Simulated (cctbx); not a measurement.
# Reading a Patterson map

Space group Pnma (no. 62), a = 6.6460 Å, b = 4.2540 Å, c = 7.3900 Å, α = 90.00°, β = 90.00°, γ = 90.00°, content Bi4 Pt4 Fe4.

Simulated single-crystal data (cctbx): Mo Kα, λ = 0.71073 Å, to d = 0.6 Å, 95 % of the full sphere, strongest reflection 40000 counts, noise from counting, a 2 % proportional error and a noise floor of 4 counts (s.d.); no absorption.

Patterson synthesis from sharpened amplitudes, origin scaled to 1000:

```text
Patterson group P m m m
      u       v       w   height  length (A)
  0.000   0.000   0.000   1000.0     0.00
  0.500   0.500   0.500    473.2     5.41
  0.299   0.500   0.105    281.7     3.01
  0.201   0.500   0.208    280.0     2.94
  0.500   0.000   0.308    256.4     4.03
  0.068   0.500   0.500    252.5     4.29
  0.224   0.000   0.399    250.6     3.30
  0.275   0.000   0.292    249.7     2.83
  0.500   0.000   0.104    226.1     3.41
  0.000   0.500   0.396    177.8     3.62
  0.429   0.500   0.188    117.2     3.82
  0.399   0.000   0.000     97.2     2.65
  0.000   0.500   0.187     70.0     2.53
  0.049   0.198   0.000     46.2     0.90
```

Q: Assign the vectors.

A peak at u stands for all pairs with xi − xj = u, with weight Σ ZiZj against Σ Z² = 54596 at the origin. Peak heights follow these weights only roughly, since form factors, motion and series ripples differ, all vectors within 0.55 Å of a peak are counted as merged into it though the farther ones add only part of their weight, and F(000) is left out, which lowers the whole map:

| u | v | w | shortest length (Å) | height | 1000 ΣZiZj/ΣZ² | pairs in the cell |
| --- | --- | --- | --- | --- | --- | --- |
| 0.500 | 0.500 | 0.500 | 5.41 | 473 | 802 | 4 × Bi–Bi, 8 × Pt–Fe |
| 0.299 | 0.500 | 0.105 | 3.01 | 282 | 316 | 2 × Bi–Pt, 2 × Bi–Fe |
| 0.201 | 0.500 | 0.208 | 2.94 | 280 | 316 | 2 × Bi–Pt, 2 × Bi–Fe |
| 0.500 | 0.000 | 0.308 | 4.03 | 256 | 248 | 2 × Pt–Pt, 2 × Fe–Fe |
| 0.068 | 0.500 | 0.500 | 4.29 | 252 | 248 | 2 × Pt–Pt, 2 × Fe–Fe |
| 0.224 | 0.000 | 0.399 | 3.30 | 251 | 316 | 2 × Bi–Pt, 2 × Bi–Fe |
| 0.275 | 0.000 | 0.292 | 2.83 | 250 | 316 | 2 × Bi–Pt, 2 × Bi–Fe |
| 0.500 | 0.000 | 0.104 | 3.41 | 226 | 252 | 2 × Bi–Bi |
| 0.000 | 0.500 | 0.396 | 3.62 | 178 | 252 | 2 × Bi–Bi |
| 0.429 | 0.500 | 0.188 | 3.82 | 117 | 124 | 1 × Pt–Pt, 1 × Fe–Fe |

The table stops at ten peaks or at a height of 45, below which ripples compete. In the model behind the data Bi, the heaviest element, has 1 independent site: (0.5131, 3/4, 0.1986), up to an allowed shift of origin; the Bi–Bi vectors are differences of these positions and their symmetry mates. Elements of similar Z can't be told apart from the map alone. The whole model:

```csv
atom,mult.,x,y,z,Ueq (Å²)
Bi1,4,0.5131,3/4,0.1986,0.0042
Pt1,4,0.2855,3/4,0.5952,0.0042
Fe1,4,0.1819,3/4,0.9171,0.0048
```

This is a model crystal, built by substitution and not relaxed, with assumed displacement parameters.

[Logs are printed without paths, hosts, clocks, repeated set-up lines and the standing remarks that a program may print on its own settings, such as how far it seeks lower states.]
